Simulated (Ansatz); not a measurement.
# How fast states decay through KTlTeCl6, part 2 of 2

Aim: relax a made-up compound, KTlTeCl6, and see how good a tunnel barrier it would be. It is built by putting Tl for part of the K in the K2TeCl6 structure of space group Fm-3m, with the volume rescaled by atomic radii. The parent structure comes from the Materials Project.

Ansatz 0.2.0; LDA DFT, plane waves, PAW files (the session's first sound run).

So far. Step 5 (Decay over the two-dimensional zone): The least value on the mesh is 0.255 Å⁻¹ at +1.07 eV. At that energy the listed points give about 0.255 Å⁻¹ by interpolation, so the mesh holds no clearly slower state. Step 6 (Band edges at another level, cutoff 500 eV): The searched edges give 2.46 eV, as on the mesh.

The structure was built from a prototype and need not be the compound's stable phase.

## (7) Complex bands at another level, cutoff 500 eV

This step: r2SCAN DFT, plane waves, PAW files; complex bands by layer matching along the plane's normal (Ansatz 0.2.0).

The complex bands at that level, over its own gap, at (0, 0) and (-0.5, 0).

input.yaml

```yaml
crystal:
  lattice:
    - [6.906108751, 0.0, 0.0]
    - [3.453054375, 5.980865619, 0.0]
    - [0.0, 3.987243746, 5.638814182]
  atoms:
    - { symbol: Tl, position: [0.25, 0.5, 0.75] }
    - { symbol: K, position: [0.75, 0.5, 0.25] }
    - { symbol: Te, position: [0.0, 0.0, 0.0] }
    - { symbol: Cl, position: [0.7425292517, 0.5149414966, 0.7425292517] }
    - { symbol: Cl, position: [0.7425292517, 0.0, 0.7425292517] }
    - { symbol: Cl, position: [0.2574707483, 0.0, 0.7425292517] }
    - { symbol: Cl, position: [0.2574707483, 0.4850585034, 0.2574707483] }
    - { symbol: Cl, position: [0.2574707483, 0.0, 0.2574707483] }
    - { symbol: Cl, position: [0.7425292517, 0.0, 0.2574707483] }
kpoints:
  mp_grid: { grid: [6, 6, 6] }
scf:
  occupations: { method: fixed }
hamiltonian:
  xc: r2scan
output:
  eigenvalues: true
  transmission:
    leads: [[0, 0]]
    kpoints: [[0.0, 0.0], [-0.5, 0.0]]
    e_range: [-1.0, 3.46]
    de: 0.09
```

On the command line:

```sh
$ ansatz run input.yaml --threads 2 --pin off --max-ram 4096MiB --backend cpu --events-out ev --progress --plain --runs-dir out
```

Elapsed: 2.2 min, on 2 threads of Arm Neoverse V2, shared host; peak memory 2.3 GiB; 4.4 min of CPU time.

Numbers from this step:

```yaml
free_energy: -26507.6251 eV
level_to_which_the_leads_are_filled: 1.231 eV from the Fermi level
decay_constant_at_the_filling_level_zone_centre: 0.3079 Å⁻¹
decay_constant_at_the_filling_level_slowest_listed_point: 0.2814 Å⁻¹
```

K parallel (0, 0); values up to 1.5 1/Å, a degenerate pair printed once or twice; energies at which all values exceed this have no row. Table of Im kz of the slowest decaying states by energy, zero at the highest filled level on the SCF mesh:

```
energy (eV)  decay 1 (Å⁻¹)  decay 2 (Å⁻¹)  decay 3 (Å⁻¹)  decay 4 (Å⁻¹)
    -1.0000          0.207          0.225          0.307          0.424
    -0.7300          0.247          0.274          0.440          0.457
    -0.4600          0.259          0.310          0.484          0.524
    -0.2800         0.0831          0.261          0.326          0.499
    -0.0100          0.237          0.341          0.518          0.585
     0.2600          0.269          0.351          0.533          0.584
     0.5300          0.290          0.355          0.546          0.581
     0.7100          0.299          0.356          0.552          0.578
     0.9800          0.307          0.353          0.560          0.573
     1.2500          0.308          0.345          0.566          0.567
     1.5200          0.303          0.333          0.559          0.569
     1.7900          0.289          0.316          0.550          0.571
     1.9700          0.275          0.301          0.544          0.571
     2.2400          0.202          0.270          0.272          0.532
     2.5100          0.227          0.270          0.519          0.567
     2.7800          0.158          0.256          0.504          0.563
     2.9600         0.0603          0.242          0.494          0.559
     3.2300          0.216          0.249          0.476          0.552
```

K parallel (-0.5, 0); values up to 1.5 1/Å, a degenerate pair printed once or twice; energies at which all values exceed this have no row. Im kz of the slowest decaying states against energy, zero at the highest filled level on the SCF mesh:

```
energy (eV)  decay 1 (Å⁻¹)  decay 2 (Å⁻¹)  decay 3 (Å⁻¹)  decay 4 (Å⁻¹)
    -1.0000          0.246          0.247          0.273          0.380
    -0.7300          0.255          0.313          0.332          0.433
    -0.4600          0.180          0.275          0.336          0.378
    -0.2800          0.288          0.344          0.399          0.471
    -0.0100          0.299          0.343          0.422          0.474
     0.2600          0.305          0.341          0.437          0.475
     0.5300          0.305          0.404          0.446          0.475
     0.7100          0.303          0.439          0.450          0.474
     0.9800          0.295          0.430          0.452          0.470
     1.2500          0.281          0.412          0.450          0.464
     1.5200          0.261          0.400          0.444          0.455
     1.7900          0.233          0.387          0.433          0.443
     1.9700          0.206          0.378          0.423          0.434
     2.2400          0.146          0.362          0.404          0.418
     2.5100          0.343          0.376          0.398          0.488
     2.7800          0.320          0.337          0.373          0.451
     2.9600          0.301          0.302          0.353          0.418
     3.2300          0.215          0.274          0.318          0.343
```

At the listed wavevectors the last open channel is at -0.01 eV and the next at +2.51 eV on the grid. At +1.25 eV, the grid energy nearest the filling level (the middle of the gap on the SCF mesh), the slowest state at the listed wavevectors decays with κ = 0.281 Å⁻¹, its amplitude falling by e over 3.6 Å; the first such run, plane (111), gave 0.255 Å⁻¹.

## (8) A repeat with changed settings

This step: LDA DFT, plane waves, PAW files; complex bands by layer matching along the plane's normal; changed: output.transmission.temperature = 0, scf.max_iter = 50 (Ansatz 0.2.0).

This run repeats an earlier one, its twin (the complex run, plane (111)), with two settings changed (scf.max_iter, output.transmission.temperature; files written aside). The setting was drawn as a possible misstep, on purpose. Where the input is shown as a difference, that is against the step before, not the twin.

input.yaml: that of step 7 with these lines changed.

```diff
@@ -19,4 +19,5 @@
   occupations: { method: fixed }
+  max_iter: 50
 hamiltonian:
-  xc: r2scan
+  xc: lda
 output:
@@ -26,3 +27,4 @@
     kpoints: [[0.0, 0.0], [-0.5, 0.0]]
-    e_range: [-1.0, 3.46]
-    de: 0.09
+    e_range: [-1.0, 3.14]
+    de: 0.08
+    temperature: 0
```

The job ended after 0.15 s (2 threads; peak memory 0.094 GiB).

The program refused the input before any cycle.

The program's message: “Error: invalid value for `output.transmission.temperature`: must be finite and ≥ 1.2; got 0 K”

The change that led to it: output.transmission.temperature = 0.

## (9) Summary of results

| Quantity | Value |
| --- | --- |
| band gap | 2.14 eV |
| least decay constant at mid-gap, normal to (111) | 0.255 Å⁻¹ |
| least decay constant on a mesh, normal to (111) | 0.255 Å⁻¹ |
| least decay constant, r2SCAN | 0.281 Å⁻¹ |

In words: With LDA, the slowest decay at the wavevectors tried is κ = 0.255 Å⁻¹, normal to (111). Through such a film the transmission near mid-gap falls as exp(−2κd), a factor of ten every 4.5 Å. A free electron under a barrier of half the gap would need a mass of 0.23 mₑ to decay at this rate. The slowest decay isn't at the zone centre. With r2SCAN the gap goes from 2.14 to 2.46 eV and the decay constant, over the first 2 listed wavevectors, from 0.255 to 0.281 Å⁻¹. The compound is made up by substitution; its stability against other phases and against distortions of the cell's symmetry was not tested. A semilocal functional narrows gaps, while spin-orbit coupling, left out here, narrows them in compounds of heavy elements, so the error in κ can go either way.

[Logs are printed without paths, hosts, clocks, repeated set-up lines and the standing remarks that a program may print on its own settings, such as how far it seeks lower states.]

[Hosts, paths, dates, database ids (printed as entryN), source tags and the programs' standing remarks are cut or masked in the printed files.]
